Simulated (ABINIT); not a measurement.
# CdS (Hawleyite): G0W0 in ABINIT against the k mesh, part 2 of 2

Aim: move the k mesh of a G0W0 run on CdS (Hawleyite) over a wide range.

ABINIT 10.8.3; PBE and many-body steps on it, plane waves. Known limits of the many-body steps: not at the basis limit; no spin-orbit coupling; coarse k mesh.

So far. Step 5 (Empty states on the mesh, 8×8×8 mesh, 101 bands): On this mesh the gap is 1.145 eV. Step 6 (Screening, 2×2×2 mesh, 93 bands, screening to 163.3 eV): Local fields lower ε∞ by 9 %. On a Γ-centred mesh this coarse the value itself is usually too large, while a short band sum pulls it down.

### 8. Screening, 4×4×4 mesh, 93 bands, screening to 163.3 eV

This step: RPA screening on PBE, plane waves, norm-conserving pseudopotentials.

Contents of run.abi:

```
acell 3*1.0 Angstrom
rprim 
  -0.000000000000 2.916500000000 2.916500000000
  2.916500000000 -0.000000000000 2.916500000000
  2.916500000000 2.916500000000 -0.000000000000
ntypat 2
znucl 48 16
natom 2
typat 1 2
xred 
  0.000000000000 0.000000000000 0.000000000000
  0.250000000000 0.250000000000 0.250000000000
pp_dirpath "pseudos"
pseudos "Cd.upf, S.upf"
ecut 47
ngkpt 4 4 4
nshiftk 1
shiftk 0 0 0
kptopt 1
chksymbreak 0
istwfk *1
occopt 1
irdwfk 1
optdriver 3
nband 93
ecuteps 6
inclvkb 2
awtr 1
symchi 1
indata_prefix "in"
outdata_prefix "out"
tmpdata_prefix "tmp"
```

Command:

```console
$ OMP_NUM_THREADS=1 mpirun -n 8 abinit run.abi > log
```

Numbers of over 12 decimals in the logs are rounded to 6 here.

The program printed:

```text
.Version 10.8.3 of ABINIT. v10.8.2 released Aug 2026.

 Symmetries : space group F-4 3 m (#216); Bravais cF (face-center cubic)
[... echo of the input left out ...]
== DATASET  1 ==================================================================
-   mpi_nproc: 8, omp_nthreads: 1 (-1 if OMP is not activated)

--- !DatasetInfo
iteration_state: {dtset: 1, }
dimensions: {natom: 2, nkpt: 8, mband: 93, nsppol: 1, nspinor: 1, nspden: 1, mpw: 5180, }
cutoff_energies: {ecut:  47.0, pawecutdg:  -1.0, }
electrons: {nelect:   2.60000000E+01, charge:   0.00000000E+00, occopt:   1.00000000E+00, tsmear:   1.00000000E-02, }

 SCREENING: Calculation of the susceptibility and dielectric matrices

 Based on a program developped by R.W. Godby, V. Olevano, G. Onida, and L. Reining.
 Incorporated in ABINIT by V. Olevano, G.-M. Rignanese, and M. Torrent.
.Using double precision arithmetic ; gwpc =  8

[... cell and pseudopotentials left out ...]
--------------------------------------------------------------------------------

 ==== K-mesh for the wavefunctions ====
 Number of points in the irreducible wedge :     8
[... list of points left out ...]
 Together with 24 symmetry operations and time-reversal symmetry
 yields    64 points in the full Brillouin Zone.

 ==== Q-mesh for the screening function ====
 Number of points in the irreducible wedge :     8
[... list of points left out ...]
 Together with 24 symmetry operations and time-reversal symmetry
 yields    64 points in the full Brillouin Zone.

 setmesh: FFT mesh size selected  =    36x   36x   36
          total number of points  =        46656

 vcoul_init : cutoff-mode = AUXILIARY_FUNCTION
 q-points for optical limit:   1
     1)      0.000010    0.000020    0.000030

- screening: taking advantage of time-reversal symmetry
- Maximum band index for partially occupied states nbvw = 13
- Remaining bands to be divided among processors   nbcw = 80
- Number of bands treated by each node ~10

 Number of electrons calculated from density =   26.0000; Expected =   26.0000
 average of density, n =  0.077653
 r_s =    1.4541
 omega_plasma =   26.8804 [eV]

 calculating chi0 at frequencies [eV] :
  1    0.000000E+00    0.000000E+00
  2    0.000000E+00    2.688042E+01

--------------------------------------------------------------------------------
  q-point number  1        q = ( 0.000000, 0.000000, 0.000000) [r.l.u.]
--------------------------------------------------------------------------------
[... chi0 elements left out ...]
 For q-point:  0.000010 0.000020 0.000030
  dielectric constant =  11.0649
  dielectric constant without local fields =  11.7725

  Average fulfillment of the sum rule on Im[epsilon] for q-point    1 :     58.79  [%]
[... wings left out ...]
  q-point number  2        q = ( 0.250000, 0.000000, 0.000000) [r.l.u.]
--------------------------------------------------------------------------------
[... chi0 elements left out ...]
  Average fulfillment of the sum rule on Im[epsilon] for q-point    2 :     72.29  [%]

 [... 6 further q-points ...]
```

The job ended after 25 s (8 MPI ranks of AMD EPYC 7R43, shared host; peak memory 2 GiB).

Numbers from this step:

```
ε∞ with local fields, on this mesh, along the program's q direction : 11.06
the same without local fields                                       : 11.77
plasma frequency                                                    : 26.88 eV
plane waves in the screening matrix                                 : 259
```

### 9. 4×4×4

The self-energy is evaluated for the states that the input lists, and the levels follow from it, in one-shot runs by the linearised quasiparticle equation.

This step: G0W0 on PBE, plane waves, norm-conserving pseudopotentials.

Changes to run.abi since step 8:

```diff
@@ -23,8 +23,15 @@
 irdwfk 1
-optdriver 3
+optdriver 4
 nband 93
+gwcalctyp 0
+ecutsigx 47
+symsigma 1
+nkptgw 1
+kptgw 
+  0.0000000000 0.0000000000 0.0000000000
+bdgw 
+  11 17
 ecuteps 6
-inclvkb 2
-awtr 1
-symchi 1
+irdscr 1
+ppmodel 1
 indata_prefix "in"
```

The program printed:

```text
.Version 10.8.3 of ABINIT. v10.8.2 released Aug 2026.

 Symmetries : space group F-4 3 m (#216); Bravais cF (face-center cubic)
[... echo of the input left out ...]
== DATASET  1 ==================================================================
-   mpi_nproc: 8, omp_nthreads: 1 (-1 if OMP is not activated)

--- !DatasetInfo
iteration_state: {dtset: 1, }
dimensions: {natom: 2, nkpt: 8, mband: 93, nsppol: 1, nspinor: 1, nspden: 1, mpw: 5180, }
cutoff_energies: {ecut:  47.0, pawecutdg:  -1.0, }
electrons: {nelect:   2.60000000E+01, charge:   0.00000000E+00, occopt:   1.00000000E+00, tsmear:   1.00000000E-02, }

 SIGMA: Calculation of the GW corrections

 Based on a program developped by R.W. Godby, V. Olevano, G. Onida, and L. Reining.
 Incorporated in ABINIT by V. Olevano, G.-M. Rignanese, and M. Torrent.
.Using double precision arithmetic ; gwpc =  8

[... cell and pseudopotentials left out ...]
--------------------------------------------------------------------------------

 ==== K-mesh for the wavefunctions ====
 Number of points in the irreducible wedge :     8
[... list of points left out ...]
 Together with 24 symmetry operations and time-reversal symmetry
 yields    64 points in the full Brillouin Zone.

 ==== Q-mesh for screening function ====
 Number of points in the irreducible wedge :     8
[... list of points left out ...]
 Together with 24 symmetry operations and time-reversal symmetry
 yields    64 points in the full Brillouin Zone.

 vcoul_init : cutoff-mode = AUXILIARY_FUNCTION
 q-points for optical limit:   1
     1)      0.000010    0.000020    0.000030
 setmesh: FFT mesh size selected  =    50x   50x   50
          total number of points  =       125000

 Number of electrons calculated from density =   26.0000; Expected =   26.0000
[...]
number of q-points in BZ                           64
 number of frequencies for dSigma/dE                 9
 frequency step for dSigma/dE [eV]                0.25
 number of omega for Sigma on real axis              0
 max omega for Sigma on real axis  [eV]           0.00
 zcut for avoiding poles [eV]                     0.10

 EPSILON^-1 parameters (SCR file):
 dimension of the eps^-1 matrix on file            259
 dimension of the eps^-1 matrix used               259
 number of plane-waves for wavefunctions          5065
 number of bands                                    93
 number of q-points in IBZ                           8
 number of frequencies                               2
 number of real frequencies                          1
 number of imag frequencies                          1

 matrix elements of self-energy operator (all in [eV])

 Perturbative Calculation

--- !SelfEnergy_ee
iteration_state: {dtset: 1, }
kpoint     : [   0.000,    0.000,    0.000, ]
spin       : 1
KS_gap     :    1.145
QP_gap     :    2.052
Delta_QP_KS:    0.907
data: !SigmaeeData |
     Band     E0 <VxcDFT>   SigX SigC(E0)      Z dSigC/dE  Sig(E)    E-E0       E
       11   4.366 -15.389 -18.420   2.186   0.782  -0.279 -16.049  -0.660   3.706
       12   4.366 -15.389 -18.420   2.186   0.782  -0.279 -16.049  -0.660   3.706
       13   4.366 -15.389 -18.420   2.186   0.782  -0.279 -16.049  -0.660   3.706
       14   5.511 -10.636  -6.668  -3.664   0.813  -0.230 -10.389   0.247   5.758
       15  10.897 -10.642  -5.801  -4.215   0.811  -0.233 -10.134   0.508  11.405
       16  10.897 -10.642  -5.801  -4.215   0.811  -0.233 -10.134   0.508  11.405
       17  10.897 -10.642  -5.801  -4.215   0.811  -0.233 -10.134   0.508  11.405

== END DATASET(S) ==============================================================
================================================================================

 -outvars: echo values of variables after computation  --------
           etotal      0.0000000000E+00
            nband          93
             nkpt           8
          spgroup         216
 [... the other variables as echoed above ...]

 Calculation completed.
```

Elapsed: 6.4 s, on 8 MPI ranks; peak memory 1.7 GiB; 48 s of CPU time.

This step gave:

```
G0W0 gap on the points computed              : 2.052 eV
starting gap on the mesh                     : 1.145 eV
k of the valence top                         : 0, 0, 0
k of the conduction bottom                   : 0, 0, 0
Z at the valence top                         : 0.782
Z at the conduction bottom                   : 0.813
least direct G0W0 gap on the computed points : 2.052 eV
```

The gap on the mesh goes from 1.14 eV to 2.05 eV, a correction of +0.91 eV.

### 10. Screening, 6×6×6 mesh, 93 bands, screening to 163.3 eV

This step: RPA screening on PBE, plane waves, norm-conserving pseudopotentials.

Changes to run.abi since step 9:

```diff
@@ -15,3 +15,3 @@
 ecut 47
-ngkpt 4 4 4
+ngkpt 6 6 6
 nshiftk 1
@@ -23,15 +23,8 @@
 irdwfk 1
-optdriver 4
+optdriver 3
 nband 93
-gwcalctyp 0
-ecutsigx 47
-symsigma 1
-nkptgw 1
-kptgw 
-  0.0000000000 0.0000000000 0.0000000000
-bdgw 
-  11 17
 ecuteps 6
-irdscr 1
-ppmodel 1
+inclvkb 2
+awtr 1
+symchi 1
 indata_prefix "in"
```

The program printed:

```text
.Version 10.8.3 of ABINIT. v10.8.2 released Aug 2026.

 Symmetries : space group F-4 3 m (#216); Bravais cF (face-center cubic)
[... echo of the input left out ...]
== DATASET  1 ==================================================================
-   mpi_nproc: 8, omp_nthreads: 1 (-1 if OMP is not activated)

--- !DatasetInfo
iteration_state: {dtset: 1, }
dimensions: {natom: 2, nkpt: 16, mband: 93, nsppol: 1, nspinor: 1, nspden: 1, mpw: 5188, }
cutoff_energies: {ecut:  47.0, pawecutdg:  -1.0, }
[...]
--------------------------------------------------------------------------------
[... chi0 elements left out ...]
 For q-point:  0.000010 0.000020 0.000030
  dielectric constant =   7.1128
  dielectric constant without local fields =   7.7788

  Average fulfillment of the sum rule on Im[epsilon] for q-point    1 :     58.85  [%]
[... wings left out ...]
  q-point number  2        q = ( 0.166667, 0.000000, 0.000000) [r.l.u.]
--------------------------------------------------------------------------------
[... chi0 elements left out ...]
  Average fulfillment of the sum rule on Im[epsilon] for q-point    2 :     76.06  [%]

 [... 14 further q-points ...]
```

It took 2.8 min on 8 MPI ranks; peak memory 3.4 GiB.

This step gave:

```yaml
eps_infinity_with_local_fields_on_this_mesh_along_the_program_s_q_direction: 7.113
the_same_without_local_fields: 7.779
plasma_frequency: 26.88 eV
plane_waves_in_the_screening_matrix: 259
```

### 11. 6×6×6

This step: G0W0 on PBE, plane waves, norm-conserving pseudopotentials.

Changes to run.abi since step 10:

```diff
@@ -23,8 +23,15 @@
 irdwfk 1
-optdriver 3
+optdriver 4
 nband 93
+gwcalctyp 0
+ecutsigx 47
+symsigma 1
+nkptgw 1
+kptgw 
+  0.0000000000 0.0000000000 0.0000000000
+bdgw 
+  11 17
 ecuteps 6
-inclvkb 2
-awtr 1
-symchi 1
+irdscr 1
+ppmodel 1
 indata_prefix "in"
```

The program printed:

```text
.Version 10.8.3 of ABINIT. v10.8.2 released Aug 2026.

 Symmetries : space group F-4 3 m (#216); Bravais cF (face-center cubic)
[... echo of the input left out ...]
== DATASET  1 ==================================================================
-   mpi_nproc: 8, omp_nthreads: 1 (-1 if OMP is not activated)

--- !DatasetInfo
iteration_state: {dtset: 1, }
dimensions: {natom: 2, nkpt: 16, mband: 93, nsppol: 1, nspinor: 1, nspden: 1, mpw: 5188, }
cutoff_energies: {ecut:  47.0, pawecutdg:  -1.0, }
[...]
15  10.897 -10.648  -5.845  -4.140   0.814  -0.229 -10.109   0.539  11.436
       16  10.897 -10.648  -5.845  -4.140   0.814  -0.229 -10.109   0.539  11.436
       17  10.897 -10.648  -5.845  -4.140   0.814  -0.229 -10.109   0.539  11.436

== END DATASET(S) ==============================================================
================================================================================

 -outvars: echo values of variables after computation  --------
           etotal      0.0000000000E+00
            nband          93
             nkpt          16
          spgroup         216
 [... the other variables as echoed above ...]

 Calculation completed.
```

Wall time 12 s (8 MPI ranks); peak memory 2.4 GiB; 90 s of CPU time.

This step gave:

* G0W0 gap on the points computed: 2.125 eV
* starting gap on the mesh: 1.145 eV
* k of the valence top: 0, 0, 0
* k of the conduction bottom: 0, 0, 0
* least direct G0W0 gap on the computed points: 2.125 eV

Against the run before, the gap moves by +0.073 eV.

### 12. Screening, 8×8×8 mesh, 93 bands, screening to 163.3 eV

This step: RPA screening on PBE, plane waves, norm-conserving pseudopotentials.

Changes to run.abi since step 11:

```diff
@@ -15,3 +15,3 @@
 ecut 47
-ngkpt 6 6 6
+ngkpt 8 8 8
 nshiftk 1
@@ -23,15 +23,8 @@
 irdwfk 1
-optdriver 4
+optdriver 3
 nband 93
-gwcalctyp 0
-ecutsigx 47
-symsigma 1
-nkptgw 1
-kptgw 
-  0.0000000000 0.0000000000 0.0000000000
-bdgw 
-  11 17
 ecuteps 6
-irdscr 1
-ppmodel 1
+inclvkb 2
+awtr 1
+symchi 1
 indata_prefix "in"
```

The program printed:

```text
.Version 10.8.3 of ABINIT. v10.8.2 released Aug 2026.

 Symmetries : space group F-4 3 m (#216); Bravais cF (face-center cubic)
[... echo of the input left out ...]
== DATASET  1 ==================================================================
-   mpi_nproc: 8, omp_nthreads: 1 (-1 if OMP is not activated)

--- !DatasetInfo
iteration_state: {dtset: 1, }
dimensions: {natom: 2, nkpt: 29, mband: 93, nsppol: 1, nspinor: 1, nspden: 1, mpw: 5180, }
cutoff_energies: {ecut:  47.0, pawecutdg:  -1.0, }
[...]
--------------------------------------------------------------------------------
[... chi0 elements left out ...]
 For q-point:  0.000010 0.000020 0.000030
  dielectric constant =   6.2392
  dielectric constant without local fields =   6.9082

  Average fulfillment of the sum rule on Im[epsilon] for q-point    1 :     58.85  [%]
[... wings left out ...]
  q-point number  2        q = ( 0.125000, 0.000000, 0.000000) [r.l.u.]
--------------------------------------------------------------------------------
[... chi0 elements left out ...]
  Average fulfillment of the sum rule on Im[epsilon] for q-point    2 :     77.78  [%]

 [... 27 further q-points ...]
```

Run time: 19 min. Hardware: 8 MPI ranks; peak memory 5.8 GiB; 2.6 h of CPU time.

Numbers from this step:

* ε∞ with local fields, on this mesh, along the program's q direction: 6.239
* the same without local fields: 6.908
* plasma frequency: 26.88 eV
* plane waves in the screening matrix: 259

### 13. 8×8×8

This step: G0W0 on PBE, plane waves, norm-conserving pseudopotentials.

Changes to run.abi since step 12:

```diff
@@ -23,8 +23,15 @@
 irdwfk 1
-optdriver 3
+optdriver 4
 nband 93
+gwcalctyp 0
+ecutsigx 47
+symsigma 1
+nkptgw 1
+kptgw 
+  0.0000000000 0.0000000000 0.0000000000
+bdgw 
+  11 17
 ecuteps 6
-inclvkb 2
-awtr 1
-symchi 1
+irdscr 1
+ppmodel 1
 indata_prefix "in"
```

The program printed:

```text
.Version 10.8.3 of ABINIT. v10.8.2 released Aug 2026.

 Symmetries : space group F-4 3 m (#216); Bravais cF (face-center cubic)
[... echo of the input left out ...]
== DATASET  1 ==================================================================
-   mpi_nproc: 8, omp_nthreads: 1 (-1 if OMP is not activated)

--- !DatasetInfo
iteration_state: {dtset: 1, }
dimensions: {natom: 2, nkpt: 29, mband: 93, nsppol: 1, nspinor: 1, nspden: 1, mpw: 5180, }
cutoff_energies: {ecut:  47.0, pawecutdg:  -1.0, }
[...]
15  10.897 -10.648  -5.855  -4.118   0.815  -0.228 -10.098   0.550  11.447
       16  10.897 -10.648  -5.855  -4.118   0.815  -0.228 -10.098   0.550  11.447
       17  10.897 -10.648  -5.855  -4.118   0.815  -0.228 -10.098   0.550  11.447

== END DATASET(S) ==============================================================
================================================================================

 -outvars: echo values of variables after computation  --------
           etotal      0.0000000000E+00
            nband          93
             nkpt          29
          spgroup         216
 [... the other variables as echoed above ...]

 Calculation completed.
```

Run time: 28 s. Hardware: 8 MPI ranks; peak memory 4.8 GiB.

This step gave:

```
G0W0 gap on the points computed              : 2.138 eV
starting gap on the mesh                     : 1.145 eV
k of the valence top                         : 0, 0, 0
k of the conduction bottom                   : 0, 0, 0
least direct G0W0 gap on the computed points : 2.138 eV
```

Against the run before, the gap moves by +0.013 eV.

### 14. The runs together

Times are wall times on 8 MPI ranks of AMD EPYC 7R43, shared host, good to a factor of about two. A run's time includes the screening step that it read.

| run | mesh | bands | screening cutoff (eV) | DFT gap (eV) | gap on the mesh (eV) | direct (eV) | ε∞ used | time |
| --- | --- | --- | --- | --- | --- | --- | --- | --- |
| 2×2×2 | 2×2×2 | 93 | 163.3 | 1.145 | 1.843 | 1.843 | 45.36 | 10 s |
| 4×4×4 | 4×4×4 | 93 | 163.3 | 1.145 | 2.052 | 2.052 | 11.06 | 32 s |
| 6×6×6 | 6×6×6 | 93 | 163.3 | 1.145 | 2.125 | 2.125 | 7.11 | 3 min |
| 8×8×8 | 8×8×8 | 93 | 163.3 | 1.145 | 2.138 | 2.138 | 6.24 | 20 min |

### 15. Results

```yaml
2x2x2: 1.843 eV
4x4x4: 2.052 eV
6x6x6: 2.125 eV
8x8x8: 2.138 eV
known_limits: not at the basis limit; no spin-orbit coupling; coarse k mesh
```

What this shows: The setting moved: k mesh. From 2×2×2 to 8×8×8 the gap moves by +0.29 eV, for 118 times the time. The last step still moves it by +0.013 eV. Bands and screening cutoff are coupled, so a series along one setting does not show full convergence. Bands and cutoff are finite, so the gap is not at the basis limit. The miss can reach some tenths of an eV and take either sign; the mesh is an error of its own. In the first G0W0 run levels were corrected at 1 k point alone, so a gap called «on the mesh» is the least over those, and an edge elsewhere would be missed. The 2×2×2 mesh is coarse for this cell, which bears on the long-range parts of exchange and screening. The many-body steps are scalar-relativistic: spin-orbit coupling is not in them.

[Paths, hosts, dates, memory and timing lines, banners, echoed tables and standing remarks are left out of the program output.]

[Logs are printed without paths, hosts, clocks, repeated set-up lines and the standing remarks that a program may print on its own settings, such as how far it seeks lower states.]

[Runs of the session that timed out or met a known fault of the program may be left out.]

[No measured gap is set beside runs whose start may be inverted or whose files or cutoffs have a known fault.]

[Hosts, paths, dates, database ids (printed as entryN), source tags and the programs' standing remarks are cut or masked in the printed files.]

[G0W0 gaps are taken among the corrected bands and points alone; a level outside them can change the order at an edge.]

[Where Ansatz stands beside ABINIT at settings called matched, ABINIT's density can come from a denser mesh and the files from another edition; pairs whose starting gaps differed by over 0.03 eV were left out, so agreement reads better than it is.]
